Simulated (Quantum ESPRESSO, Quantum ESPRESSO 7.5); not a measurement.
## Ti(0001), stepped through the number of layers

Aim: how the results for Ti(0001) change with the number of layers.

Program: Quantum ESPRESSO 7.5. Level of theory: plane-wave DFT, PBE, GBRV ultrasoft pseudopotentials. Results are calculated unless marked as measured.

Experimental background.

“Anisotropic work function of elemental crystals” (2019, arxiv:1902.07811) quotes from earlier work for Ti (polycrystalline sample, no single face): work function, loosely compared (polycrystalline sample, no single face) 4.33 eV.

Most raw output is cut from this account.

### Step 1. Starting point

It takes space group P6_3/mmc (No. 194, hexagonal). The conventional cell has a = 2.950 Å, b = 2.950 Å, c = 4.685 Å, α = 90.00°, β = 90.00°, γ = 120.00°. Ti has 12 Ti at 2.90 to 2.95 Å nearest.

Set-up: Symmetric 1×1 slabs with 16 Å of vacuum in the starting cell; the two outer layers of each face relax in a periodic cell and the inner ones are held; a run under open boundaries (ESM, bc1) then gives the work function. Cold smearing of 0.02 Ry, one mesh for all thicknesses. The slabs take the lattice constants of the bulk relaxed by the same program.

Members 6, 7, 8 and 10 took the same steps and show in the table alone.

### Step 2. Variable-cell relaxation of the reference

The bulk crystal is relaxed in cell and atoms; the members are built on its lattice constants.

ref.vc.in

```
&control
  prefix = 'ref.vc'
  outdir = './out'
  pseudo_dir = './pseudo'
  nstep = 40
  forc_conv_thr = 0.0003
  calculation = 'vc-relax'
/
&system
  ibrav = 0
  nat = 2
  ntyp = 1
  ecutwfc = 50
  ecutrho = 250
  occupations = 'smearing'
  smearing = 'mv'
  degauss = 0.02
/
&electrons
  conv_thr = 1e-09
  mixing_beta = 0.4
  electron_maxstep = 120
/
&ions
/
&cell
  press_conv_thr = 0.3
/
ATOMIC_SPECIES
  Ti  47.8670  ti_pbe_v1.4.uspp.F.UPF
CELL_PARAMETERS angstrom
  2.95000000000000 0.00000000000000 0.00000000000000
  -1.47500000000000 2.55477494116409 0.00000000000000
  0.00000000000000 0.00000000000000 4.68460000000000
ATOMIC_POSITIONS crystal
  Ti  0.333333333333 0.666666666667 0.250000000000
  Ti  0.666666666667 0.333333333333 0.750000000000
K_POINTS automatic
  16 16 9 0 0 0
```

Started as:

```bash
$ OMP_NUM_THREADS=1 mpirun -n 4 pw.x -nk 4 -in ref.vc.in > ref.vc.out
```

Elapsed: 2.1 min, on 4 MPI ranks of Arm Neoverse N1, shared host; peak memory 0.3 GiB; 8.2 min of CPU time.

The steps of the relaxation:

| step | energy less that of the first step (eV) | largest force (eV/Å) | volume (Å³) |
| --- | --- | --- | --- |
| 1 | 0.0000 | 0.0000 | 35.31 |
| 2 | -0.0025 | 0.0000 | 35.00 |
| 3 | -0.0032 | 0.0000 | 34.75 |
| 4 | -0.0032 | 0.0000 | 34.75 |
| 5 | -0.0032 | 0.0000 | 34.75 |
| 6 | -0.0032 | 0.0000 | 34.75 |
| 7 | -0.0032 | 0.0000 | 34.75 |

```
conventional cell, symmetrised  before  after  change
                         a (Å)   2.950  2.939  -0.4 %
                         b (Å)   2.950  2.939  -0.4 %
                         c (Å)   4.685  4.646  -0.8 %
              volume (Å³/atom)   17.65  17.38  -1.6 %
```

Final coordinates:

```xyz
2
Lattice="2.9389 0.0000 0.0000 -1.4695 2.5452 0.0000 0.0000 0.0000 4.6460" Properties=species:S:1:pos:R:3 pbc="T T T"
Ti    0.0000    1.6968    1.1615
Ti    1.4695    0.8484    3.4845
```

 The last row is no step: it is a fresh SCF in the final cell with a new plane-wave basis, +0 meV from the row before.

Read from the output:

```
free energy  : -3244.9775 eV
Fermi energy : 13.38 eV
```

### Step 3. Ground state of the reference

A bulk run at that cell gives the reference energy and levels.

ref.bulk.in

```
&control
  prefix = 'ref.bulk'
  outdir = './out'
  pseudo_dir = './pseudo'
  calculation = 'scf'
  tprnfor = .true.
/
&system
  ibrav = 0
  nat = 2
  ntyp = 1
  ecutwfc = 40
  ecutrho = 200
  occupations = 'smearing'
  smearing = 'mv'
  degauss = 0.02
/
&electrons
  conv_thr = 1e-09
  mixing_beta = 0.4
  electron_maxstep = 120
/
ATOMIC_SPECIES
  Ti  47.8670  ti_pbe_v1.4.uspp.F.UPF
CELL_PARAMETERS angstrom
  2.93894489200000 0.00000000000000 0.00000000000000
  -1.46947244600000 2.54520093700000 0.00000000000000
  0.00000000000000 0.00000000000000 4.64602188400000
ATOMIC_POSITIONS crystal
  Ti  0.333333333300 0.666666666700 0.250000000000
  Ti  0.666666666700 0.333333333300 0.750000000000
K_POINTS automatic
  16 16 9 0 0 0
```

Started as:

```bash
$ OMP_NUM_THREADS=1 mpirun -n 4 pw.x -nk 4 -in ref.bulk.in > ref.bulk.out
```

Run time: 21 s. Hardware: 4 MPI ranks; peak memory 0.25 GiB; 84 s of CPU time.

### Step 4. Relaxing the ions, 4 layers

What the set-up leaves free in this member is relaxed.

System of this step: Ti(0001), 4 layers. The cell holds 4 atoms: 4 Ti. Its edges and angles: a = 2.939 Å, b = 2.939 Å, c = 22.837 Å, α = 90.0°, β = 90.0°, γ = 60.0°. It derives from Ti. Vacuum lies along c.

m0.relax.in

```
&control
  prefix = 'm0.relax'
  outdir = './out'
  pseudo_dir = './pseudo'
  nstep = 40
  forc_conv_thr = 0.001
  calculation = 'relax'
/
&system
  ibrav = 0
  nat = 4
  ntyp = 1
  ecutwfc = 40
  ecutrho = 200
  occupations = 'smearing'
  smearing = 'mv'
  degauss = 0.02
/
&electrons
  conv_thr = 1e-08
  mixing_beta = 0.4
  electron_maxstep = 120
  mixing_mode = 'local-TF'
/
&ions
/
ATOMIC_SPECIES
  Ti  47.8670  ti_pbe_v1.4.uspp.F.UPF
CELL_PARAMETERS angstrom
  2.93894489200000 0.00000000000000 0.00000000000000
  1.46947244600000 2.54520093679451 0.00000000000000
  0.00000000000000 0.00000000000000 22.83727134028083
ATOMIC_POSITIONS crystal
  Ti  0.666666666700 0.666666666700 0.347419756893
  Ti  0.000000000000 0.000000000000 0.449139918964
  Ti  0.666666666700 0.666666666700 0.550860081036
  Ti  0.000000000000 0.000000000000 0.652580243107
K_POINTS automatic
  12 12 1 0 0 0
```

Started as:

```bash
$ OMP_NUM_THREADS=1 mpirun -n 4 pw.x -nk 4 -in m0.relax.in > m0.relax.out
```

Wall time 10 min (4 MPI ranks); peak memory 0.5 GiB.

Relaxation path:

```csv
step,energy less that of the first step (eV),largest force (eV/Å)
1,0.0000,0.6952
2,-0.0290,0.5984
3,-0.0569,0.4793
4,-0.0888,0.2882
5,-0.1061,0.1049
6,-0.1067,0.0688
7,-0.1073,0.0765
8,-0.1081,0.0759
9,-0.1090,0.0674
10,-0.1100,0.0491
11,-0.1107,0.0162
```

The atoms that moved most (Å):

```csv
atom,dx,dy,dz,length
Ti4,0.000,0.000,-0.108,0.108
Ti1,0.000,0.000,0.108,0.108
Ti3,0.000,0.000,0.060,0.060
Ti2,0.000,0.000,-0.060,0.060
```

Final coordinates:

```cif
data_structure
_symmetry_space_group_name_H-M 'P 1'
_symmetry_Int_Tables_number 1
_cell_length_a 2.9389
_cell_length_b 2.9389
_cell_length_c 22.8373
_cell_angle_alpha 90.000
_cell_angle_beta 90.000
_cell_angle_gamma 60.000
_cell_volume 170.83
loop_
_atom_site_label
_atom_site_type_symbol
_atom_site_fract_x
_atom_site_fract_y
_atom_site_fract_z
_atom_site_occupancy
Ti1 Ti 0.66667 0.66667 0.35213 1
Ti2 Ti 0.00000 0.00000 0.44653 1
Ti3 Ti 0.66667 0.66667 0.55347 1
Ti4 Ti 0.00000 0.00000 0.64787 1
```

The relaxation lowers the energy by 28 meV an atom.

This step gave:

| Property | Result |
| --- | --- |
| free energy | -6488.1312 eV |
| Fermi energy | 2.974 eV |

### Step 5. Ground state, 4 layers

A run under open boundaries on these atoms gives the vacuum levels.

m0.esm.in

```
&control
  prefix = 'm0.esm'
  outdir = './out'
  pseudo_dir = './pseudo'
  calculation = 'scf'
  tprnfor = .true.
/
&system
  ibrav = 0
  nat = 4
  ntyp = 1
  ecutwfc = 40
  ecutrho = 200
  occupations = 'smearing'
  smearing = 'mv'
  degauss = 0.02
  assume_isolated = 'esm'
  esm_bc = 'bc1'
/
&electrons
  conv_thr = 1e-08
  mixing_beta = 0.25
  electron_maxstep = 160
  mixing_mode = 'local-TF'
  mixing_ndim = 12
/
ATOMIC_SPECIES
  Ti  47.8670  ti_pbe_v1.4.uspp.F.UPF
CELL_PARAMETERS angstrom
  2.93894489200000 0.00000000000000 0.00000000000000
  1.46947244600000 2.54520093679451 0.00000000000000
  0.00000000000000 0.00000000000000 22.83727134028083
ATOMIC_POSITIONS crystal
  Ti  0.666666666700 0.666666666700 -0.147869045800
  Ti  0.000000000000 0.000000000000 -0.053473559100
  Ti  0.666666666700 0.666666666700 0.053473559100
  Ti  0.000000000000 0.000000000000 0.147869045800
K_POINTS automatic
  12 12 1 0 0 0
```

Started as:

```bash
$ OMP_NUM_THREADS=1 mpirun -n 4 pw.x -nk 4 -in m0.esm.in > m0.esm.out
```

Wall time 2.1 min (4 MPI ranks); peak memory 0.5 GiB; 8.5 min of CPU time.

This step gave:

```
Fermi energy                                                   : -4.423 eV
vacuum line at the lower end of the cell, over the Fermi level : 4.423 eV
vacuum line at the upper end of the cell, over the Fermi level : 4.423 eV
```

Electrostatic potential energy of an electron; zero at the Fermi level. Table of potential energy, planar mean by z:

| z (Å) | potential energy, planar mean (eV) |
| --- | --- |
| -11.0 | 4.42 |
| -10.5 | 4.42 |
| -10.0 | 4.42 |
| -9.5 | 4.42 |
| -9.0 | 4.42 |
| -8.5 | 4.42 |
| -8.0 | 4.42 |
| -7.5 | 4.42 |
| -7.0 | 4.40 |
| -6.5 | 4.36 |
| -6.0 | 4.24 |
| -5.5 | 3.90 |
| -5.0 | 2.94 |
| -4.5 | 0.313 |
| -4.0 | -7.30 |
| -3.5 | -19.0 |
| -3.0 | -13.4 |
| -2.5 | -2.40 |
| -2.0 | -3.69 |
| -1.5 | -15.7 |
| -1.0 | -17.1 |
| -0.5 | -4.45 |
| 0.0 | 0.0746 |
| 0.5 | -4.45 |
| 1.0 | -17.1 |
| 1.5 | -15.7 |
| 2.0 | -3.69 |
| 2.5 | -2.40 |
| 3.0 | -13.4 |
| 3.5 | -19.0 |
| 4.0 | -7.30 |
| 4.5 | 0.313 |
| 5.0 | 2.94 |
| 5.5 | 3.90 |
| 6.0 | 4.24 |
| 6.5 | 4.36 |
| 7.0 | 4.40 |
| 7.5 | 4.42 |
| 8.0 | 4.42 |
| 8.5 | 4.42 |
| 9.0 | 4.42 |
| 9.5 | 4.42 |
| 10.0 | 4.42 |
| 10.5 | 4.42 |
| 11.0 | 4.42 |

The vacuum levels are read from the outermost 0.7 Å of the cell on either side.

Inside the slab this potential holds the local part of the pseudopotentials, which can be repulsive at the nuclei; only its value in the vacuum has a meaning of its own.

### Step 6. Relaxation with pw.x, 5 layers

System of this step: Ti(0001), 5 layers. The cell holds 5 atoms: 5 Ti. Cell: a = 2.939 Å, b = 2.939 Å, c = 25.160 Å, α = 90.0°, β = 90.0°, γ = 60.0°. It derives from Ti. Vacuum lies along c.

m1.relax.in

```
&control
  prefix = 'm1.relax'
  outdir = './out'
  pseudo_dir = './pseudo'
  nstep = 40
  forc_conv_thr = 0.001
  calculation = 'relax'
/
&system
  ibrav = 0
  nat = 5
  ntyp = 1
  ecutwfc = 40
  ecutrho = 200
  occupations = 'smearing'
  smearing = 'mv'
  degauss = 0.02
/
&electrons
  conv_thr = 1e-08
  mixing_beta = 0.4
  electron_maxstep = 120
  mixing_mode = 'local-TF'
/
&ions
/
ATOMIC_SPECIES
  Ti  47.8670  ti_pbe_v1.4.uspp.F.UPF
CELL_PARAMETERS angstrom
  2.93894489200000 0.00000000000000 0.00000000000000
  1.46947244600000 2.54520093679451 0.00000000000000
  0.00000000000000 0.00000000000000 25.16028228228083
ATOMIC_POSITIONS crystal
  Ti  0.000000000000 0.000000000000 0.315343014364
  Ti  0.666666666700 0.666666666700 0.407671507182
  Ti  0.000000000000 0.000000000000 0.500000000000 0 0 0
  Ti  0.666666666700 0.666666666700 0.592328492818
  Ti  0.000000000000 0.000000000000 0.684656985636
K_POINTS automatic
  12 12 1 0 0 0
```

Started as:

```bash
$ OMP_NUM_THREADS=1 mpirun -n 4 pw.x -nk 4 -in m1.relax.in > m1.relax.out
```

Run time: 14 min. Hardware: 4 MPI ranks; peak memory 0.55 GiB.

The steps of the relaxation:

```
step  energy less that of the first step (eV)  largest force (eV/Å)
   1                                   0.0000                0.6009
   2                                  -0.0243                0.5218
   3                                  -0.0477                0.4262
   4                                  -0.0749                0.2851
   5                                  -0.0929                0.0576
   6                                  -0.0931                0.0459
   7                                  -0.0934                0.0542
   8                                  -0.0938                0.0594
   9                                  -0.0945                0.0596
  10                                  -0.0953                0.0503
  11                                  -0.0959                0.0191
```

The atoms that moved most (Å):

```csv
atom,dx,dy,dz,length
Ti5,0.000,0.000,-0.112,0.112
Ti1,0.000,0.000,0.112,0.112
Ti2,0.000,0.000,-0.051,0.051
Ti4,0.000,0.000,0.051,0.051
```

The relaxation lowers the energy by 19 meV an atom. On the free atoms the largest force ends at 0.019 eV/Å.

This step gave:

```
free energy  : -8110.6083 eV
Fermi energy : 3.921 eV
```

### Step 7. Ground state, 5 layers

m1.esm.in

```
&control
  prefix = 'm1.esm'
  outdir = './out'
  pseudo_dir = './pseudo'
  calculation = 'scf'
  tprnfor = .true.
/
&system
  ibrav = 0
  nat = 5
  ntyp = 1
  ecutwfc = 40
  ecutrho = 200
  occupations = 'smearing'
  smearing = 'mv'
  degauss = 0.02
  assume_isolated = 'esm'
  esm_bc = 'bc1'
/
&electrons
  conv_thr = 1e-08
  mixing_beta = 0.25
  electron_maxstep = 160
  mixing_mode = 'local-TF'
  mixing_ndim = 12
/
ATOMIC_SPECIES
  Ti  47.8670  ti_pbe_v1.4.uspp.F.UPF
CELL_PARAMETERS angstrom
  2.93894489200000 0.00000000000000 0.00000000000000
  1.46947244600000 2.54520093679451 0.00000000000000
  0.00000000000000 0.00000000000000 25.16028228228083
ATOMIC_POSITIONS crystal
  Ti  0.000000000000 0.000000000000 -0.180214046700
  Ti  0.666666666700 0.666666666700 -0.094336310300
  Ti  0.000000000000 0.000000000000 0.000000000000
  Ti  0.666666666700 0.666666666700 0.094336310300
  Ti  0.000000000000 0.000000000000 0.180214046700
K_POINTS automatic
  12 12 1 0 0 0
```

Started as:

```bash
$ OMP_NUM_THREADS=1 mpirun -n 4 pw.x -nk 4 -in m1.esm.in > m1.esm.out
```

Run time: 4 min. Hardware: 4 MPI ranks; peak memory 0.55 GiB.

This step gave:

| Property | Result |
| --- | --- |
| free energy | -8110.6084 eV |
| Fermi energy | -4.435 eV |
| vacuum line at the lower end of the cell, over the Fermi level | 4.435 eV |
| vacuum line at the upper end of the cell, over the Fermi level | 4.435 eV |

Inside the slab this potential holds the local part of the pseudopotentials, which can be repulsive at the nuclei; only its value in the vacuum has a meaning of its own.

### Step 8. Relaxation with pw.x, 12 layers

System of this step: Ti(0001), 12 layers. The cell holds 12 atoms: 12 Ti. Cell: a = 2.939 Å, b = 2.939 Å, c = 41.421 Å, α = 90.0°, β = 90.0°, γ = 60.0°. It derives from Ti. Vacuum lies along c.

m6.relax.in

```
&control
  prefix = 'm6.relax'
  outdir = './out'
  pseudo_dir = './pseudo'
  nstep = 40
  forc_conv_thr = 0.001
  calculation = 'relax'
/
&system
  ibrav = 0
  nat = 12
  ntyp = 1
  ecutwfc = 40
  ecutrho = 200
  occupations = 'smearing'
  smearing = 'mv'
  degauss = 0.02
/
&electrons
  conv_thr = 1e-08
  mixing_beta = 0.4
  electron_maxstep = 120
  mixing_mode = 'local-TF'
/
&ions
/
ATOMIC_SPECIES
  Ti  47.8670  ti_pbe_v1.4.uspp.F.UPF
CELL_PARAMETERS angstrom
  2.93894489200000 0.00000000000000 0.00000000000000
  1.46947244600000 2.54520093679451 0.00000000000000
  0.00000000000000 0.00000000000000 41.42135887628083
ATOMIC_POSITIONS crystal
  Ti  0.666666666700 0.666666666700 0.191546570957
  Ti  0.000000000000 0.000000000000 0.247629012601
  Ti  0.666666666700 0.666666666700 0.303711454246 0 0 0
  Ti  0.000000000000 0.000000000000 0.359793895890 0 0 0
  Ti  0.666666666700 0.666666666700 0.415876337534 0 0 0
  Ti  0.000000000000 0.000000000000 0.471958779178 0 0 0
  Ti  0.666666666700 0.666666666700 0.528041220822 0 0 0
  Ti  0.000000000000 0.000000000000 0.584123662466 0 0 0
  Ti  0.666666666700 0.666666666700 0.640206104110 0 0 0
  Ti  0.000000000000 0.000000000000 0.696288545754 0 0 0
  Ti  0.666666666700 0.666666666700 0.752370987399
  Ti  0.000000000000 0.000000000000 0.808453429043
K_POINTS automatic
  12 12 1 0 0 0
```

Started as:

```bash
$ OMP_NUM_THREADS=1 mpirun -n 4 pw.x -nk 4 -in m6.relax.in > m6.relax.out
```

Wall time 42 min (4 MPI ranks); peak memory 1.1 GiB.

Step by step:

```csv
step,energy less that of the first step (eV),largest force (eV/Å)
1,0.0000,0.5966
2,-0.0239,0.5292
3,-0.0471,0.4464
4,-0.0748,0.3022
5,-0.0956,0.0681
6,-0.0962,0.0277
7,-0.0962,0.0198
```

The atoms that moved most (Å):

| atom | dx | dy | dz | length |
| --- | --- | --- | --- | --- |
| Ti11 | 0.000 | 0.000 | 0.081 | 0.081 |
| Ti2 | 0.000 | 0.000 | -0.081 | 0.081 |
| Ti1 | 0.000 | 0.000 | 0.074 | 0.074 |
| Ti12 | 0.000 | 0.000 | -0.074 | 0.074 |

The relaxation lowers the energy by 8 meV an atom. On the free atoms the largest force ends at 0.020 eV/Å.

Numbers from this step:

- free energy: -19468.0285 eV
- Fermi energy: 7.644 eV

(Continued in part 2 of 2.)

[Logs are printed without paths, hosts, clocks, repeated set-up lines and the standing remarks that a program may print on its own settings, such as how far it seeks lower states.]

[Hosts, paths, dates, database ids (printed as entryN), source tags and the programs' standing remarks are cut or masked in the printed files.]

[Maps of the electrostatic potential energy from Ansatz leave out the sawtooth potential of an applied field or a dipole correction, so their vacuum need not be flat; planar profiles and work functions include it.]
